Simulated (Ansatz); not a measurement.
# Be2Al (built on the sites of a database entry of Be2B): a soft mode frozen in, part 3 of 3

Aim: this structure of Be2Al (built on the sites of a database entry of Be2B) is to be tested for unstable modes, and one is followed downhill.

Ansatz 0.2.0; DFT PBEsol, scalar-relativistic, plane waves, PAW.

So far. Step 5 (Energy along the mode, all amplitudes (two of the runs …): The lowest of the steps tried is at 0.22 Å, 18.1 meV/atom below the parent; the bottom of the well need not coincide with a step. Step 7 (The new phase in its own primitive cell): The largest force component left is 0.45 meV/Å and the pressure is 0.001 GPa, within the tolerances set. The cell now holds 11.85 Å³/atom. The relaxed cell has a, b, c = 3.737, 4.327, 4.396 Å (conventional setting).

The structure was built from a prototype and need not be the compound's stable phase.

### Step 8. Modes of the new phase, k-mesh 8×8×8

A relaxed structure may still be a saddle point, so its zone-centre modes are computed. No field response is asked, since the mesh shows no gap.

Input file input.yaml:

```yaml
crystal:
  lattice:
    - [3.7368612022, 0.0, 0.0]
    - [0.0, 4.3268178005, 0.0]
    - [0.0, 0.0, 4.396190594]
  atoms:
    - { symbol: Be, position: [0.5, 0.2500477098, 0.1196751964] }
    - { symbol: Be, position: [0.0, 0.7500477098, 0.8803248036] }
    - { symbol: Be, position: [0.5, 0.7499522902, 0.1196751964] }
    - { symbol: Be, position: [0.0, 0.2499522902, 0.8803248036] }
    - { symbol: Al, position: [0.0, 0.5, 0.392466146] }
    - { symbol: Al, position: [0.5, 0.0, 0.607533854] }
kpoints:
  mp_grid: { grid: [8, 8, 8] }
hamiltonian:
  xc: pbesol
scf:
  occupations: { method: methfessel_paxton, width: 0.15 }
output:
  eigenvalues: true
phonons:
  method: dfpt
```

On the command line:

```bash
ansatz run input.yaml --threads 4 --pin off --max-ram 7168MiB --backend cpu --events-out ev --progress --plain --runs-dir out
```

Numbers of over 12 decimals in the logs are rounded to 6 here.

What it wrote:

```text
zone centre: on kpoints.mp_grid the ground state, and the responses unless they are solved on pairs of k-points, stand on 170 of the mesh's 512 k-points, reduced under 2 symmetry operations, with k and −k counted as one. Each operation leaves every solved displacement unchanged or reverses it
[...]
Crystal: 6 atoms, lattice volume = 71.081 Å³
Basis set: ecut = 420 eV, 1393 PW (Γ), exchange–correlation on 60×60×60 points (8 copies of the dense FFT grid, shifted against one another)
Bands: 13, of which v1, the nominal top of the filled ones, is band 7 counted from 1 (6 counted from 0)
Symmetry: 8 space group operations
k-points: 170 of 512 (irreducible under 2 space group operations, time reversal used)
[...]
SCF iter   1: F=—  HF=-1408.516522 eV  |F-HF|=—  |Δ(HF+E_count)|=         —  Δρ=3.96e-3  dr2=3.02e-2  ethr=1.77e-3  ⟨swp⟩=5.9  Hψ=15799  notcnv=0  defer=10
[...]
SCF iter   8: F=-1408.507281 eV  HF=-1408.507281 eV  |F-HF|=2.27e-13  |Δ(HF+E_count)|=  7.05e-12  S|Δr|=    0.00e0  Δρ=2.52e-8  dr2=5.37e-13  ethr=1.00e-12  ⟨swp⟩=8.9  Hψ=12386  notcnv=0
SCF 1 converged in 8 iterations: F = -1408.507281 eV  dr2 = 5.37e-13
[...]
DFPT response loops at Γ: preconditioner auto → Kerker (q_TF=auto, 2.081 Å⁻¹) (partly filled bands, converged f_vac=0.000); β = 1.00, the filter's whole step (`scf.mixing.beta` (0.50) is not read by the response loops under this deck's `scf.mixing.preconditioner`; to damp them name `kerker` or `kerker_dos`, under which they read `scf.mixing.beta`, and type it under 1.00, their step now; both keys bind the ground state too); Broyden in place of MSR1
SCF converged after 8 iterations
[...]
Free energy (F): -1408.507281 eV
[...]
Internal energy: -1408.509847 eV  (E = F + TS)
E sigma→0 (E₀):  -1408.507922 eV
Entropy (-TS):   0.002566 eV (0.428 meV/atom)
Fermi energy:    6.665417 eV
[...]
--- Band table (eV; the first three rows and the last of 170) ---
  k-point 0: bands = [... 3 lower, 3.2395, 3.9338, 3.9835, 7.6993, 8.1086, 9.3663, 9.5779, 9.6491, ... 2 higher]
  k-point 1: bands = [... 3 lower, 4.0230, 4.0529, 4.5306, 7.6666, 7.8033, 8.2659, 9.7292, 9.8236, ... 2 higher]
  k-point 2: bands = [... 3 lower, 4.2528, 4.2748, 5.8503, 6.9253, 7.2448, 8.1529, 8.5666, 9.9486, ... 2 higher]
  k-point 169: bands = [... 3 lower, 1.9747, 2.1612, 2.1612, 2.7299, 2.7299, 13.2314, 13.2314, 13.6873, ... 2 higher]
--- Phonons (Γ-DFPT): 6 representative perturbations + reference, on 170 of 512 k-points (Σ response iterations 18) ---
  k mesh reduced under 2 symmetry operations, with k and −k counted as one. Each operation leaves every solved displacement unchanged or reverses it
  ASR residual: 1.204e-4 → 0.000e0 eV/Å²; symmetrization residual: 1.046e-7 eV/Å²
  ASR residual per site (eV/Å²): 3.82e-5 3.82e-5 3.82e-5 3.82e-5 1.20e-4 1.20e-4
  Γ frequencies (cm⁻¹): -277.85 0.00 0.00 0.00 197.90 201.66 242.34 289.43 299.93 324.94 339.58 483.26 516.43 532.41 617.60 641.17 642.52 648.95
  non-analytic LO–TO correction: not included (Born effective charges unavailable; polar crystals: no LO–TO splitting at Γ)
```

The job ended after 23 s (4 threads of Arm Neoverse V1, shared host; peak memory 0.86 GiB; 87 s of CPU time).

This step gave:

| Quantity | Value |
| --- | --- |
| sum-rule residual before enforcement | 1.20e-4 eV/Å² |
| point group | mmm |
| highest optical mode at the zone centre (no LO-TO term) | 649.0 cm⁻¹ |
| lowest optical zone-centre mode | -277.9 cm⁻¹ |

Patterns of degenerate modes are one choice out of their space. Modes at Γ, with each element's share of the kinetic energy (negative means imaginary):

| mode | frequency (cm⁻¹) | symmetry | Be % | Al % |
| --- | --- | --- | --- | --- |
| 1 | -277.9 | B3g | 100 | 0 |
| 2 | 0.0 | acoustic | 40 | 60 |
| 3 | 0.0 | acoustic | 40 | 60 |
| 4 | 0.0 | acoustic | 40 | 60 |
| 5 | 197.9 | B2g | 2 | 98 |
| 6 | 201.7 | Au | 100 | 0 |
| 7 | 242.3 | B3g | 3 | 97 |
| 8 | 289.4 | Ag | 10 | 90 |
| 9 | 299.9 | B2u | 60 | 40 |
| 10 | 324.9 | B2u | 100 | 0 |
| 11 | 339.6 | B3u | 60 | 40 |
| 12 | 483.3 | B1u | 60 | 40 |
| 13 | 516.4 | B3g | 97 | 3 |
| 14 | 532.4 | Ag | 90 | 10 |
| 15 | 617.6 | B1g | 100 | 0 |
| 16 | 641.2 | B2g | 98 | 2 |
| 17 | 642.5 | Ag | 100 | 0 |
| 18 | 649.0 | B1u | 100 | 0 |

Displacements in mode 1 (-277.9 cm⁻¹), the largest set to 1:
```
Be1  0.00 -1.00  0.09
Be2  0.00  1.00  0.09
Be3  0.00 -1.00 -0.09
Be4  0.00  1.00 -0.09
Al5  0.00  0.06  0.00
Al6  0.00 -0.06  0.00
```

Displacements in mode 12 (483.3 cm⁻¹), the largest set to 1:
```
Be1  0.00  0.12 -1.00
Be2  0.00 -0.12 -1.00
Be3  0.00 -0.12 -1.00
Be4  0.00  0.12 -1.00
Al5  0.00  0.00  0.67
Al6  0.00  0.00  0.67
```

Before it was imposed, the acoustic sum rule was missed by 1.2e-4 eV/Å². Small misses are needed for a sound result but don't prove that mesh and cutoff are converged. The lowest optical mode is imaginary, 277.9i cm⁻¹, so the energy falls along it.

### Step 9. The phases reached

The phases reached along the modes that were followed are set side by side.

Energies are those of the first relaxation, on the mesh of the frozen mode; space group, volume and gap are those of the last relaxation. Phases, by row:

| mode frozen in | space group | energy from parent (meV/atom) | volume (Å³/atom) | gap on mesh (eV) | lowest zone-centre optical mode (cm⁻¹) | largest shift (Å) |
| --- | --- | --- | --- | --- | --- | --- |
| parent | Fm-3m | 0 | 13.49 | 0 | – | – |
| q = (0.25, -0.5, -0.25), 206i cm⁻¹ | I4_1/amd | -99.06 | 12.64 | 0 | – | 0.491 |
| q = (0, -0.5, -0.5), 173i cm⁻¹ | Pmmn | -263.7 | 11.85 | 0 | -277.9 | 0.633 |
| q = (0, -0.5, -0.5), 173i cm⁻¹ | P6/mmm | -358.6 | 10.89 | 0 | 276.9 | 0.925 |
| q = (0, -0.5, -0.5), 173i cm⁻¹ | Pmmn | -263.7 | 11.85 | 0 | -277.9 | 0.633 |

### Step 10. Outcome

```yaml
unstable_mode_of_the_parent: q = (0, -0.5, -0.5), 173i cm⁻¹
depth_at_the_lowest_point_sampled: 18.1 meV/atom
largest_atomic_shift_at_that_point: 0.22 Å
space_group_reached_within_0p01_a: Pmmn
energy_gained_over_the_parent_first_relaxation_on_the_mesh_of_the_frozen_mode: 264 meV/atom
volume_per_atom_phase_reached: 11.8 Å³
lowest_optical_zone_centre_mode_phase_reached: -278 cm⁻¹
highest_optical_mode_at_the_zone_centre_no_lo_to_term_phase_reached: 649 cm⁻¹
```

In words: Along this mode the structure falls into Pmmn, 264 meV/atom below the parent. At the parent's cell the well is 18.08 meV/atom deep on the steps tried, with its lowest point at a shift of 0.22 Å. Relaxing atoms and cell changes the gain by +245.59 meV/atom against the lowest step (energies at zero smearing). Most of the total comes from this relaxation. The new phase still has an imaginary mode at the zone centre of its cell, so it is a saddle point on the way to a lower structure. Of the 4 patterns followed to their end from this parent, this one ends 94.9 meV/atom above the lowest, P6/mmm. Each path keeps the symmetry of its pattern, so a lower phase may lie along a pattern not tried. With no gap, or one that is small against the smearing, the frequencies hang on the k mesh and the smearing, most of all near Kohn anomalies. The phonon runs are without spin polarisation, although the cell has an odd electron count. A phonon run warned that its eigensolver left some bands unconverged in a pass. The starting cell was built on a prototype and not taken from a measurement, so the phase need not exist.

[Logs are printed without paths, hosts, clocks, repeated set-up lines and the standing remarks that a program may print on its own settings, such as how far it seeks lower states.]

[Hosts, paths, dates, database ids (printed as entryN), source tags and the programs' standing remarks are cut or masked in the printed files.]
